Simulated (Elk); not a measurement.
**Optical conductivity and Kerr rotation of Cobalt**

Wanted: σ_xx, σ_xy and the Kerr angle of Cobalt with spin–orbit coupling.

Method: LDA (Perdew-Wang); all-electron APW+lo, Dirac cores, scalar-relativistic bands with second-variational spin-orbit coupling, in Elk 11.2.3 (patched build).

### 1. The structure

Symmetry: P6_3/mmc, No. 194, hexagonal system. The conventional cell has a = 2.507 Å, b = 2.507 Å, c = 4.070 Å, α = 90.00°, β = 90.00°, γ = 120.00°. Nearest to Co lie 12 Co at 2.50 to 2.51 Å.

### 2. Ground state with spin–orbit coupling

In a ferromagnet the Kerr effect comes from exchange splitting and spin–orbit coupling together. The parallel order is imposed here; no other order was tried.

In this input [001] lies along z, the axis of the moments and of the light.

The last three numbers of an atom's line are a seed field in its sphere. It points against the wanted moment and shrinks by the factor reducebf each loop.

Contents of elk.in:

```
tasks
  0
  15
  33
  73

xctype
  3

rgkmax
  7.0

nempty
  14

swidth
  0.003

reducebf
  0.5

epsengy
  1e-05

maxscl
  100

lmaxi
  3

spinpol
  .true.

spinorb
  .true.

cmagz
  .true.

sppath
  './'

avec
  4.73829928489 0.00000000000 0.00000000000
  -2.36914964244 4.10348755135 0.00000000000
  0.00000000000 0.00000000000 7.69099635461

atoms
  1
  'Co.in'
  2
  0.3333333333 0.6666666667 0.2500000000   0.000000 0.000000 -0.100000
  0.6666666667 0.3333333333 0.7500000000   0.000000 0.000000 -0.100000

ngridk
  12 12 6

plot3d
  0 0 0
  1 0 0
  0 1 0
  0 0 1
  13 13 21
```

Launch:

```bash
OMP_NUM_THREADS=2 elk
```

Numbers of over 12 decimals in the logs are rounded to 6 here.

Log:

```text
Warning(gndstate): core states of species 1 leak from the muffin-tin :   0.6995720246E-03
Warning(chksvso): spin-orbit splittings by the second variation are low [figures from our tests cut]: local-orbitals by j (lorbdm 7 and 8, zora) mend levels alone

--- INFO.OUT ---
┌─────────────────────────┐
│ Elk code version 11.2.3 │
└─────────────────────────┘

All units are atomic (Hartree, Bohr, etc.)

┌─────────────────────────────────────────────────┐
│ Ground-state run starting from atomic densities │
└─────────────────────────────────────────────────┘

Lattice vectors :
   4.738299285       0.000000000       0.000000000
  -2.369149642       4.103487551       0.000000000
   0.000000000       0.000000000       7.690996355

Species : 1 (Co)
 parameters loaded from : Co.in
 name : cobalt
 nuclear charge    :   -27.00000000
 electronic charge :    27.00000000
 atomic mass :    107428.6517
 muffin-tin radius :    2.334644196
 number of radial points in muffin-tin :    497
 inner part over the whole radius :   0.9766825461E-02
 number on inner part of muffin-tin    :    350
 approximate nuclear radius :   0.7243775530E-04
 number of mesh points to nuclear radius :    167
 atomic positions (lattice), magnetic fields (Cartesian) :
  1 :   0.33333333  0.16666667  0.25000000    0.00000000  0.00000000 -0.10000000
  2 :  -0.33333333 -0.16666667 -0.25000000    0.00000000  0.00000000 -0.10000000

Total number of atoms per unit cell :    2
Total muffin-tin volume :    106.6057705
 ratio of muffin-tin to unit cell volume :   0.7128899609

Spin treatment :
 spin-polarised
 spin-orbit coupling
 global magnetic field (Cartesian) :    0.000000000       0.000000000       0.000000000
 collinear magnetisation in z-direction

Number of Bravais lattice symmetries :   24
Number of crystal symmetries         :   12
Crystal has inversion symmetry
Real symmetric eigensolver will be used

k-point grid :     12    12     6
k-point offset :    0.000000000       0.000000000       0.000000000
k-point set is reduced with full crystal symmetry group
Total number of k-points :      104

Muffin-tin radius times maximum |G+k| :    7.000000000
 using average radius
Maximum |G+k| for APW functions       :    2.998315551
Maximum (1/2)|G+k|²                   :    4.494948072
Maximum |G| for potential and density :    12.00000000
Constant for pseudocharge density :    7
 order of it for each species :   14
 order of it for pair densities of each species (exact exchange by exxq0 0: 14) :   10
Radial integration step length :    1

G-vector grid sizes :     20    20    30
Number of G-vectors :     4331

Maximum angular momentum used for
 APW functions            :    8
 outer part of muffin-tin :    6
 inner part of muffin-tin :    3

Number of empty states         :     28
Total number of valence states :     88
Total number of core states    :     24

Third-order local-orbitals added for an l without core states : T
Total number of local-orbitals :     44

Exchange-correlation functional :      3     0     0
 Perdew-Wang/Ceperley-Alder, Phys. Rev. B 45, 13244 (1992)
 gradient requirement :    0
 local density approximation (LDA)

Smearing type :    3
 Fermi-Dirac
Smearing width :   0.3000000000E-02
Effective electronic temperature (K) :    947.3250744

Mixing type :    3
 Broyden mixing, J. Phys. A: Math. Gen. 17, L317 (1984)

Kohn-Sham potential initialised from atomic data

┌──────────────────────────────┐
│ Self-consistent loop started │
└──────────────────────────────┘

┌─────────────────┐
│ Loop number : 1 │
└─────────────────┘

Energies :
 Fermi                       :     0.198421
 sum of occupied eigenvalues :     -1609.2080006497
 electron kinetic            :      2818.3069634708
 core electron kinetic       :      2550.5164652071
 Coulomb                     :     -5486.3978449836
 Coulomb potential           :     -4275.9665603619
 nuclear-nuclear             :     -499.77031406297
 electron-nuclear            :     -5717.8765319807
 Hartree                     :      731.24900106005
 Madelung                    :     -3348.4145648027
 xc potential                :     -151.32876806812
 xc effective B-field        :    -0.154628
 external B-field            :      0.000000
 exchange                    :     -109.70510488627
 correlation                 :     -4.666252
 electron entropic           :    -0.15743592541101E-02
 total energy                :     -2782.4638131034
 (external B-field energy excluded from total)

Density of states at Fermi energy :    52.73607039
 (states/Hartree/unit cell)

Estimated indirect band gap :   0.4839975673E-03
 from k-point 2 to k-point 1
Estimated direct band gap   :   0.1287517224E-02
 at k-point 93

Charges :
 core                        :    24.00000000
 valence                     :    30.00000000
 interstitial                :    1.757229158
 muffin-tins (core leakage)
  species : 1 (Co)
   atom 1                    :    26.12138542     (  0.7257729751E-03)
   atom 2                    :    26.12138542     (  0.7257729751E-03)
 total in muffin-tins        :    52.24277084
 total calculated charge     :    53.99711315
 total charge                :    54.00000000
 error                       :   0.2886846772E-02

Moments :
 interstitial                :  -0.1009781682
 muffin-tins
  species : 1 (Co)
   atom 1                    :    1.912686342
   atom 2                    :    1.912686342
 total in muffin-tins        :    3.825372684
 total moment                :    3.724394515

[... earlier loops left out ...]

┌──────────────────┐
│ Loop number : 17 │
└──────────────────┘

Energies :
 Fermi                       :     0.284800
 sum of occupied eigenvalues :     -1604.5017116383
 electron kinetic            :      2821.9604122780
 core electron kinetic       :      2551.0931908655
 Coulomb                     :     -5489.6158342557
 Coulomb potential           :     -4274.7087510728
 nuclear-nuclear             :     -499.77031406297
 electron-nuclear            :     -5725.6213727813
 Hartree                     :      735.77585258848
 Madelung                    :     -3352.2614587194
 xc potential                :     -151.64167583385
 xc effective B-field        :    -0.111697
 external B-field            :      0.000000
 exchange                    :     -109.95661628182
 correlation                 :     -4.677138
 electron entropic           :    -0.17075829469830E-02
 total energy                :     -2782.2908841297
 (external B-field energy excluded from total)

Density of states at Fermi energy :    57.97144005
 (states/Hartree/unit cell)

Estimated indirect band gap :   0.5444956441E-03
 from k-point 64 to k-point 27
Estimated direct band gap   :   0.1810201869E-02
 at k-point 28

Charges :
 core                        :    24.00000000
 valence                     :    30.00000000
 interstitial                :    1.671824585
 muffin-tins (core leakage)
  species : 1 (Co)
   atom 1                    :    26.16408771     (  0.6995720246E-03)
   atom 2                    :    26.16408771     (  0.6995720246E-03)
 total in muffin-tins        :    52.32817541
 total calculated charge     :    53.99718081
 total charge                :    54.00000000
 error                       :   0.2819187984E-02

Moments :
 interstitial                :  -0.7931532993E-01
 muffin-tins
  species : 1 (Co)
   atom 1                    :    1.641714766
   atom 2                    :    1.641714766
 total in muffin-tins        :    3.283429532
 total moment                :    3.204114202

┌──────────────────────────────┐
│ Self-consistent loop stopped │
└──────────────────────────────┘

Warning : core states of species 1 leak from the muffin-tin :   0.6995720246E-03

Wrote STATE.OUT
```

Elapsed: 2.1 min, on 2 threads of Arm Neoverse V1, shared host; peak memory 0.11 GiB.

Numbers from this step:

```
density of states at the Fermi level : 2.130 states/eV/cell
moment between the spheres           : -0.07931 μB
magnetization                        : 3.204 μB
final state                          : ferromagnetic
largest moment                       : 1.642 μB
```

After 17 cycles the largest moment stands at 1.64 μB.

Orbital moment <L> in the sphere by atom:

```csv
atom,x (μB),y (μB),z (μB),size
Co1,0.0000,0.0000,0.0777,0.0777
Co2,0.0000,0.0000,0.0777,0.0777
```

### 3. States and momentum matrix elements on a finer mesh

Optical spectra need more k points than the density, so the states are solved once on a finer mesh in the saved potential.

Contents of elk.in:

```
tasks
  1
  120

xctype
  3

rgkmax
  7.0

nempty
  14

swidth
  0.003

reducebf
  0.5

epsengy
  1e-05

maxscl
  1

lmaxi
  3

spinpol
  .true.

spinorb
  .true.

cmagz
  .true.

sppath
  './'

avec
  4.73829928489 0.00000000000 0.00000000000
  -2.36914964244 4.10348755135 0.00000000000
  0.00000000000 0.00000000000 7.69099635461

atoms
  1
  'Co.in'
  2
  0.3333333333 0.6666666667 0.2500000000   0.000000 0.000000 -0.000100
  0.6666666667 0.3333333333 0.7500000000   0.000000 0.000000 -0.000100

ngridk
  18 18 10
```

Launch:

```bash
OMP_NUM_THREADS=2 elk
```

Log:

```text
Warning(gndstate): core states of species 1 leak from the muffin-tin :   0.6995720249E-03
Warning(chksvso): spin-orbit splittings by the second variation are low [figures from our tests cut]: local-orbitals by j (lorbdm 7 and 8, zora) mend levels alone

--- INFO.OUT ---
┌─────────────────────────┐
│ Elk code version 11.2.3 │
└─────────────────────────┘

All units are atomic (Hartree, Bohr, etc.)

┌──────────────────────────────────────────┐
│ Ground-state run resuming from STATE.OUT │
└──────────────────────────────────────────┘

Lattice vectors :
   4.738299285       0.000000000       0.000000000
  -2.369149642       4.103487551       0.000000000
   0.000000000       0.000000000       7.690996355

Species : 1 (Co)
 muffin-tin radius :    2.334644196
 atomic positions (lattice), magnetic fields (Cartesian) :
  1 :   0.33333333  0.16666667  0.25000000    0.00000000  0.00000000  0.00000000
  2 :  -0.33333333 -0.16666667 -0.25000000    0.00000000  0.00000000  0.00000000

Total number of atoms per unit cell :    2
Total muffin-tin volume :    106.6057705
 ratio of muffin-tin to unit cell volume :   0.7128899609

Spin treatment :
 spin-polarised
 spin-orbit coupling
 global magnetic field (Cartesian) :    0.000000000       0.000000000       0.000000000
 collinear magnetisation in z-direction

Number of Bravais lattice symmetries :   24
Number of crystal symmetries         :   12
Crystal has inversion symmetry
Real symmetric eigensolver will be used

k-point grid :     18    18    10
k-point offset :    0.000000000       0.000000000       0.000000000
k-point set is reduced with full crystal symmetry group
Total number of k-points :      336

Muffin-tin radius times maximum |G+k| :    7.000000000
 using average radius
[...]
Energies :
 Fermi                       :     0.285162
 sum of occupied eigenvalues :     -1604.5021642510
 electron kinetic            :      2821.9784411805
 core electron kinetic       :      2551.0929644978
 Coulomb                     :     -5489.6325368071
 Coulomb potential           :     -4274.6822137870
 nuclear-nuclear             :     -499.77031406297
 electron-nuclear            :     -5725.6818044076
 Hartree                     :      735.81958166348
 Madelung                    :     -3352.2914299136
 xc potential                :     -151.68734622499
 xc effective B-field        :    -0.110371
 external B-field            :      0.000000
 exchange                    :     -109.95841331128
 correlation                 :     -4.677320
 electron entropic           :    -0.15147655356273E-02
 total energy                :     -2782.2913438532
 (external B-field energy excluded from total)

Density of states at Fermi energy :    50.08742535
 (states/Hartree/unit cell)

Estimated indirect band gap :   0.4041832858E-03
 from k-point 124 to k-point 123
Estimated direct band gap   :   0.1378585762E-02
 at k-point 263

Charges :
 core                        :    24.00000000
 valence                     :    30.00000000
 interstitial                :    1.670185064
 muffin-tins (core leakage)
  species : 1 (Co)
   atom 1                    :    26.16490747     (  0.6995720249E-03)
   atom 2                    :    26.16490747     (  0.6995720249E-03)
 total in muffin-tins        :    52.32981494
 total calculated charge     :    53.99719183
 total charge                :    54.00000000
 error                       :   0.2808165804E-02

Moments :
 interstitial                :  -0.8332702212E-01
 muffin-tins
  species : 1 (Co)
   atom 1                    :    1.628201293
   atom 2                    :    1.628201293
 total in muffin-tins        :    3.256402587
 total moment                :    3.173075565

┌──────────────────────────────┐
│ Self-consistent loop stopped │
└──────────────────────────────┘

Warning : core states of species 1 leak from the muffin-tin :   0.6995720249E-03
```

Run time: 70 s. Hardware: 2 threads; peak memory 0.26 GiB; 2.3 min of CPU time.

Read from the output:

| Item | Value |
| --- | --- |
| magnetization | 3.173 μB |
| largest moment | 1.628 μB |

### 4. Optics with a broadening of 0.20 eV

The broadening stands for the lifetime of the excited states; it lowers and widens the peaks.

elk.in: that of step 3 with these lines changed.

```diff
@@ -1,4 +1,4 @@
 tasks
-  1
-  120
+  121
+  122
 
@@ -14,3 +14,3 @@
 swidth
-  0.003
+  0.0075
 
@@ -23,3 +23,3 @@
 maxscl
-  1
+  100
 
@@ -36,2 +36,5 @@
   .true.
+
+intraband
+  .false.
 
@@ -54 +57,10 @@
   18 18 10
+
+wplot
+  240 100 0
+  0.00000 0.30000
+
+optcomp
+  1 1
+  1 2
+  3 3
```

Launch:

```bash
OMP_NUM_THREADS=2 elk
```

Log:

```text
┌─────────────────────────────────┐
│ Elk code version 11.2.3 started │
└─────────────────────────────────┘

┌────────────────────┐
│ Current task : 121 │
└────────────────────┘

Info(checkmt): changed muffin-tin radius of species 1 (Co) from   2.4000 to   2.3346

Info(findsymcrys): atomic basis shift (lattice) :
   0.000000000      0.5000000000       0.000000000
See GEOMETRY.OUT for new atomic positions

Info(dielectric):
 dielectric tensor written to EPSILON_ij.OUT
 optical conductivity written to SIGMA_ij.OUT
 for components
  i = 1, j = 1
  i = 1, j = 2
  i = 3, j = 3

┌────────────────────┐
│ Current task : 122 │
└────────────────────┘

Warning(chksvso): spin-orbit splittings by the second variation are low [figures from our tests cut]: local-orbitals by j (lorbdm 7 and 8, zora) mend levels alone

Info(dielectric):
 dielectric tensor written to EPSILON_ij.OUT
 optical conductivity written to SIGMA_ij.OUT
 for components
  i = 1, j = 1
  i = 1, j = 2

Info(moke):
 complex Kerr angle in degrees written to KERR.OUT

┌──────────────────┐
│ Elk code stopped │
└──────────────────┘
```

Elapsed: 2 min, on 2 threads; peak memory 0.05 GiB.

Intraband term left out, so in a metal the low energies lack the Drude part. Polar Kerr angle against photon energy; values in degrees:

```csv
photon energy (eV),rotation,ellipticity
0.0,0,0
0.5,0.481,0.267
1.0,0.244,0.154
1.5,0.240,0.166
2.0,0.210,0.104
2.5,0.193,0.106
3.0,0.257,0.118
3.5,0.264,0.120
4.0,0.350,0.112
4.5,0.333,0.284
5.0,0.381,0.447
5.5,0.0131,0.707
6.0,-0.312,0.311
6.5,-0.203,0.0861
7.0,-0.0294,-9.3e-4
7.5,-0.0719,0.0730
8.0,-0.0535,-0.0930
```

Intraband term left out, so in a metal the low energies lack the Drude part. Optical conductivity against photon energy:

```csv
photon energy (eV),Re sigma xx (S/cm),Im sigma xx (S/cm),Re sigma xy (S/cm),Im sigma xy (S/cm),Re sigma zz (S/cm),Im sigma zz (S/cm)
0.0,2446,0,-320,0,11531,0
0.5,3145,-2413,-280,-88.0,4538,1209
1.0,7266,-3623,-254,-193,6604,-1025
1.5,8763,-496,-80.5,-284,7768,863
2.0,8456,2878,31.9,-207,7477,1996
2.5,6344,3271,49.9,-115,6593,3691
3.0,5522,3166,47.7,-113,5194,3485
3.5,4736,3644,58.7,-87.5,4759,3610
4.0,3641,3304,50.9,-76.6,3551,3417
4.5,3088,2387,53.9,-48.3,2997,2404
5.0,3390,1601,53.5,-69.7,3562,1689
5.5,3624,1544,104,-31.3,3721,1507
6.0,4869,1825,88.7,44.4,5239,2506
6.5,4124,3308,11.5,46.2,3587,3409
7.0,2821,3025,-1.55,3.80,2555,2948
7.5,2532,2805,4.98,10.8,2468,2236
8.0,2048,2011,-7.39,2.43,2583,1667
```

### 5. Optics with a broadening of 0.11 eV

The broadening stands for the lifetime of the excited states; it lowers and widens the peaks.

elk.in: that of step 4 with these lines changed.

```diff
@@ -14,3 +14,3 @@
 swidth
-  0.0075
+  0.004
```

Launch:

```bash
OMP_NUM_THREADS=2 elk
```

Log:

```text
┌─────────────────────────────────┐
│ Elk code version 11.2.3 started │
└─────────────────────────────────┘

┌────────────────────┐
│ Current task : 121 │
└────────────────────┘

Info(checkmt): changed muffin-tin radius of species 1 (Co) from   2.4000 to   2.3346

Info(findsymcrys): atomic basis shift (lattice) :
   0.000000000      0.5000000000       0.000000000
See GEOMETRY.OUT for new atomic positions

Info(dielectric):
 dielectric tensor written to EPSILON_ij.OUT
 optical conductivity written to SIGMA_ij.OUT
 for components
  i = 1, j = 1
  i = 1, j = 2
  i = 3, j = 3

┌────────────────────┐
│ Current task : 122 │
└────────────────────┘

Warning(chksvso): spin-orbit splittings by the second variation are low [figures from our tests cut]: local-orbitals by j (lorbdm 7 and 8, zora) mend levels alone

Info(dielectric):
 dielectric tensor written to EPSILON_ij.OUT
 optical conductivity written to SIGMA_ij.OUT
 for components
  i = 1, j = 1
  i = 1, j = 2

Info(moke):
 complex Kerr angle in degrees written to KERR.OUT

┌──────────────────┐
│ Elk code stopped │
└──────────────────┘
```

Wall time 2 min (2 threads); peak memory 0.05 GiB.

Intraband term left out, so in a metal the low energies lack the Drude part. Table of polar Kerr angle by photon energy; values in degrees:

```csv
photon energy (eV),rotation,ellipticity
0.00,0,0
0.25,0.767,0.224
0.50,0.492,0.416
0.75,0.216,0.322
1.00,0.212,0.147
1.25,0.311,0.129
1.50,0.221,0.209
1.75,0.210,0.140
2.00,0.169,0.0818
2.25,0.286,0.134
2.50,0.127,0.122
2.75,0.234,0.0574
3.00,0.242,0.139
3.25,0.218,0.110
3.50,0.255,0.152
3.75,0.271,0.113
4.00,0.366,0.0536
4.25,0.412,0.304
4.50,0.350,0.339
4.75,0.390,0.251
5.00,0.477,0.494
5.25,0.336,0.650
5.50,0.0212,0.858
5.75,-0.417,0.551
6.00,-0.395,0.298
6.25,-0.281,0.130
6.50,-0.223,0.0554
6.75,-0.199,-4.3e-6
7.00,0.0434,-0.0763
7.25,-0.0262,0.0900
7.50,-0.0857,0.0835
7.75,-0.194,0.0253
8.00,-0.0523,-0.0994
```

[end of part 1 of 2]

[Logs and program files are shortened in this print: banners, set-up blocks, solver, clock and traceback lines can be left out without a mark of their own.]

[Logs are printed without paths, hosts, clocks, repeated set-up lines and the standing remarks that a program may print on its own settings, such as how far it seeks lower states.]

[Hosts, paths, dates, database ids (printed as entryN), source tags and the programs' standing remarks are cut or masked in the printed files.]

[Where a cell is said to come from a database of computed structures, the database is the Materials Project.]
